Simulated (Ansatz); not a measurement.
# Is Hf-Sc-Hf stack of (100) layers a stable metal?, part 2 of 4

The plan: relax Hf-Sc-Hf stack of (100) layers, check its phonons, and, if the lattice is stable, compute its Eliashberg function and ρ(T).

Ansatz 0.2.0; DFT PBEsol, scalar-relativistic, plane waves, PAW; PAW set soft_1.

So far: Set-up; Rough relaxation.

### Step 3. Relaxation

The structure is brought to rest under this functional.

Contents of input.yaml:

```yaml
crystal:
  lattice:
    - [2.9568997853, 0.0, 0.0]
    - [0.0, 2.9568997853, 0.0]
    - [0.0, 0.0, 33.0869768474]
  atoms:
    - { symbol: Hf, position: [0.0, 0.0, 0.1676879111] }
    - { symbol: Sc, position: [0.5, 0.5, 0.2363995066] }
    - { symbol: Hf, position: [0.0, 0.0, 0.305111102] }
  periodic: [true, true, false]
kpoints:
  mp_grid: { grid: [10, 10, 1] }
hamiltonian:
  xc: pbesol
  pseudopotentials: { kind: paw, azcp: { folder: soft_1 }, xc_functional: pbe }
scf:
  occupations: { method: gaussian, width: 0.1 }
output:
  forces: true
  stress: true
  eigenvalues: true
  write_density: true
  write_potential: true
  elf: true
  volumetric_format: npy
relax:
  adjacent_minimum: "off"
  f_tol: 0.005
  max_steps: 80
  cell: { stress_2d_tol: 0.02 }
```

Launch:

```sh
ansatz run input.yaml --threads 8 --pin off --max-ram 20480MiB --backend cpu --events-out ev --progress --plain --runs-dir out
```

Numbers of over 12 decimals in the logs are rounded to 6 here.

Log:

```text
[the first part of the log is left out]
  E_paw        = -16115.207420  (= ΣΔE_a)
  E_vpaw       = -289.360925  (= ΣTr[D̂ρ^β])
  E_aug_tail   = 0.000238  (compensation charges beyond the density's cutoff)
  E_ewald      = 110815.299047
  E_core_change = 2.631138  (= ΣΔE_core)
  E_smearing   = -0.017664  (= −TS)
  E_closure    = -0.000000  (closes the sum)
  Σ components = -33306.412852   (vs F -33306.412852, Δ=0.00e0)
--- Forces (eV/Å), atoms counted from 1 ---
  atom   1  Hf    -0.00000000    -0.00000000     0.00038443
  atom   2  Sc    -0.00000000     0.00000000     0.00000000
  atom   3  Hf     0.00000000     0.00000000    -0.00038443
  max |Σ_I F_I| component: 1.89e-29 eV/Å
--- 2D stress c σ (N/m, compression-positive) ---
       -0.006222       0.000000      -0.000000
        0.000000      -0.006222      -0.000000
       -0.000000      -0.000000      -0.000000
  P = ½ c Tr σ = -0.0062 N/m
--- Band table (eV; the first three rows and the last of 21) ---
[...]
--- Relaxed structure (3 steps of the walk, 3 accepted, 1 SCFs on fresh bases) ---
[...]
cell:  # Å, volume = 288.1751 Å³
    - [2.951207, 0, 0]
    - [0, 2.951207, 0]
    - [0, 0, 33.0869768474]
  atoms:
    - { symbol: Hf, position: [0, 0, 0.167424] }
    - { symbol: Sc, position: [0.500000, 0.500000, 0.236400] }
    - { symbol: Hf, position: [0, 0, 0.305376] }
```

Run time: 11 s. Hardware: 8 threads of Arm Neoverse V2, shared host; peak memory 0.98 GiB.

Step by step:

```
step  energy less that of the first step (eV)  largest force component (eV/Å)  volume (Å³)
   1                                   0.0000                          0.0246       289.29
   2                                  -0.0002                          0.0350       288.21
   3                                  -0.0004                          0.0004       288.18
   4                                  -0.0004                          0.0004       288.18
```

The log counts 1 steps on a newly chosen plane-wave basis, not all of them marked here; energy and pressure can jump at such steps.

```
cell as run  before  after  change
      a (Å)   2.957  2.951  -0.2 %
      b (Å)   2.957  2.951  -0.2 %
```

The relaxed structure:

```xyz
3
Lattice="2.9512 0.0000 0.0000 0.0000 2.9512 0.0000 0.0000 0.0000 33.0870" Properties=species:S:1:pos:R:3
Hf    0.0000    0.0000    5.5395
Sc    1.4756    1.4756    7.8217
Hf    0.0000    0.0000   10.1040
```

Valence density in the ca plane at fractional y = 1.000, with atoms of Hf within 0.2 Å of it. It is the smooth field of the valence electrons, not physical close to the nuclei.

Ten steps, logarithmic in the rise over the least value, from '0' (0 e/Å³) to '9' (49 e/Å³), each cell a mean:
```
00000000000013797310000001588620000000000000
00000000000001454210000001245310000000000000
00000000000000111100000000111100000000000000
00000000000000000000000000000000000000000000
00000000000000111000000000111000000000000000
00000000000001232100000001133210000000000000
00000000000002676310000001467520000000000000
00000000000014898410000002599730000000000000
```
Columns run along c (16.0 Å, from fractional 0.00 to 0.48 of the cell), rows up along a (3.0 Å). Atoms in or near the plane, at fractional coordinates: Hf at (0.17, 0.00), Hf at (0.31, 0.00).

ELF in the ca plane at fractional y = 1.000, with atoms of Hf within 0.2 Å of it. It is the smooth field of the valence electrons, not physical close to the nuclei.

Values, 5 rows by 16 columns, each cell a mean:
```
0.00 0.00 0.02 0.07 0.20 0.79 0.40 0.57 0.52 0.46 0.76 0.15 0.06 0.02 0.00 0.00
0.00 0.00 0.03 0.16 0.22 0.33 0.36 0.37 0.40 0.35 0.31 0.22 0.14 0.03 0.00 0.00
0.00 0.00 0.04 0.22 0.35 0.22 0.53 0.30 0.35 0.49 0.22 0.35 0.19 0.03 0.00 0.00
0.00 0.00 0.03 0.12 0.18 0.50 0.33 0.44 0.44 0.34 0.48 0.17 0.11 0.02 0.00 0.00
0.00 0.00 0.02 0.05 0.22 0.83 0.44 0.60 0.54 0.51 0.81 0.16 0.05 0.01 0.00 0.00
```
Columns run along c (16.0 Å, from fractional 0.00 to 0.48 of the cell), rows up along a (3.0 Å). Atoms in or near the plane, at fractional coordinates: Hf at (0.17, 0.00), Hf at (0.31, 0.00).

Electrostatic potential energy in the ca plane at fractional y = 1.000, with atoms of Hf within 0.2 Å of it. With pseudopotentials it is smooth inside the atoms' cores, unlike the true potential.

Ten even steps from '0' (-37 eV) to '9' (0 eV), each cell a mean:
```
99999999999861010168999984011027899999999999
99999999999874101478999986300257999999999999
99999999999987555789888998755678999999999999
99999999999998778899888899877889999999999999
99999999999988767899888898876789999999999999
99999999999986323689999987522468999999999999
99999999999862000268999985100047899999999999
99999999999851131058999984023026899999999999
```
Columns run along c (16.0 Å, from fractional 0.00 to 0.48 of the cell; values clipped at the 3rd and 97th percentile), rows up along a (3.0 Å). Atoms in or near the plane, at fractional coordinates: Hf at (0.17, 0.00), Hf at (0.31, 0.00).

### Step 4. Relaxing tightly for phonons

Residual forces and stress shift phonon frequencies, so the cell is relaxed again, with tight thresholds and the mesh and smearing of this input.

input.yaml, the sections that differ from step 3:

```yaml
crystal:
  lattice:
    - [2.9512072824, 0.0, 0.0]
    - [0.0, 2.9512072824, 0.0]
    - [0.0, 0.0, 33.0869768474]
  atoms:
    - { symbol: Hf, position: [0.0, 0.0, 0.1674235106] }
    - { symbol: Sc, position: [0.5, 0.5, 0.2363995066] }
    - { symbol: Hf, position: [0.0, 0.0, 0.3053755025] }
  periodic: [true, true, false]
scf:
  occupations: { method: methfessel_paxton, width: 0.2 }
relax:
  adjacent_minimum: "off"
  f_tol: 0.001
  max_steps: 60
  cell: { stress_2d_tol: 0.002 }
# kpoints, hamiltonian, output: as in step 3
```

Log:

```text
[the first part of the log is left out]
  E_paw        = -16115.204255  (= ΣΔE_a)
  E_vpaw       = -289.359317  (= ΣTr[D̂ρ^β])
  E_aug_tail   = 0.000238  (compensation charges beyond the density's cutoff)
  E_ewald      = 110870.061655
  E_core_change = 2.631138  (= ΣΔE_core)
  E_smearing   = 0.009948  (= −TS)
  E_closure    = -0.000000  (closes the sum)
  Σ components = -33306.397908   (vs F -33306.397908, Δ=0.00e0)
--- Forces (eV/Å), atoms counted from 1 ---
  atom   1  Hf     0.00000000     0.00000000    -0.00005788
  atom   2  Sc    -0.00000000    -0.00000000     0.00000000
  atom   3  Hf     0.00000000     0.00000000     0.00005788
  max |Σ_I F_I| component: 6.78e-21 eV/Å
--- 2D stress c σ (N/m, compression-positive) ---
       -0.001241       0.000000       0.000000
        0.000000      -0.001241       0.000000
        0.000000       0.000000       0.000000
  P = ½ c Tr σ = -0.0012 N/m
--- Band table (eV; the first three rows and the last of 21) ---
[...]
--- Relaxed structure (3 steps of the walk, 2 accepted, 1 SCFs on fresh bases) ---
[...]
cell:  # Å, volume = 288.0636 Å³
    - [2.950636, 0.0, 0.0]
    - [0.0, 2.950636, 0.0]
    - [0.0, 0.0, 33.0869768474]
  atoms:
    - { symbol: Hf, position: [0, 0, 0.167437] }
    - { symbol: Sc, position: [0.500000, 0.500000, 0.236400] }
    - { symbol: Hf, position: [0, 0, 0.305362] }
```

It took 11 s on 8 threads; peak memory 0.97 GiB.

Little changed from the start: no atom moved by 0.005 Å and no cell edge by 0.1 %.

ELF in the ca plane at fractional y = 0.000, with atoms of Hf within 0.2 Å of it. It is the smooth field of the valence electrons, not physical close to the nuclei.

Ten even steps from '0' (0.00) to '9' (0.86), each cell a mean:
```
00000000000016999623788622799851000000000000
00000000011114777324555532477631110000000000
00000000112222333355423454333222221000000000
00000000123443223576311467532234431100000000
00000000123332223466312466422223321000000000
00000000011112555335544543355421111000000000
00000000000015898523677632699841000000000000
00000000000026999623798623899951000000000000
```
Columns run along c (16.0 Å, from fractional 0.00 to 0.48 of the cell), rows up along a (3.0 Å). Atoms in or near the plane, at fractional coordinates: Hf at (0.17, 0.00), Hf at (0.31, 0.00).

Valence density in the ca plane at fractional y = 0.000, with atoms of Hf within 0.2 Å of it. It is the smooth field of the valence electrons, not physical close to the nuclei.

Ten steps, logarithmic in the rise over the least value, from '0' (0 e/Å³) to '9' (49 e/Å³), each cell a mean:
```
00000000000013797310000001588620000000000000
00000000000001454210000001245310000000000000
00000000000000111100000000111100000000000000
00000000000000000000000000000000000000000000
00000000000000111000000000111000000000000000
00000000000001232100000001133210000000000000
00000000000002676310000001477520000000000000
00000000000014898410000002599730000000000000
```
Columns run along c (16.0 Å, from fractional 0.00 to 0.48 of the cell), rows up along a (3.0 Å). Atoms in or near the plane, at fractional coordinates: Hf at (0.17, 0.00), Hf at (0.31, 0.00).

Electrostatic potential energy in the ca plane at fractional y = 0.000, with atoms of Hf within 0.2 Å of it. With pseudopotentials it is smooth inside the atoms' cores, unlike the true potential.

Ten even steps from '0' (-37 eV) to '9' (0 eV), each cell a mean:
```
99999999999861010168999984011027899999999999
99999999999874101478999986300258999999999999
99999999999987555789888998755678999999999999
99999999999998778899888899877889999999999999
99999999999988767899888898876789999999999999
99999999999986323689999987522468999999999999
99999999999862000268999985100047899999999999
99999999999851131058999984023026899999999999
```
Columns run along c (16.0 Å, from fractional 0.00 to 0.48 of the cell; values clipped at the 3rd and 97th percentile), rows up along a (3.0 Å). Atoms in or near the plane, at fractional coordinates: Hf at (0.17, 0.00), Hf at (0.31, 0.00).

(Part 2 of 4 ends here.)

[Logs are printed without paths, hosts, clocks, repeated set-up lines and the standing remarks that a program may print on its own settings, such as how far it seeks lower states.]

[Hosts, paths, dates, database ids (printed as entryN), source tags and the programs' standing remarks are cut or masked in the printed files.]
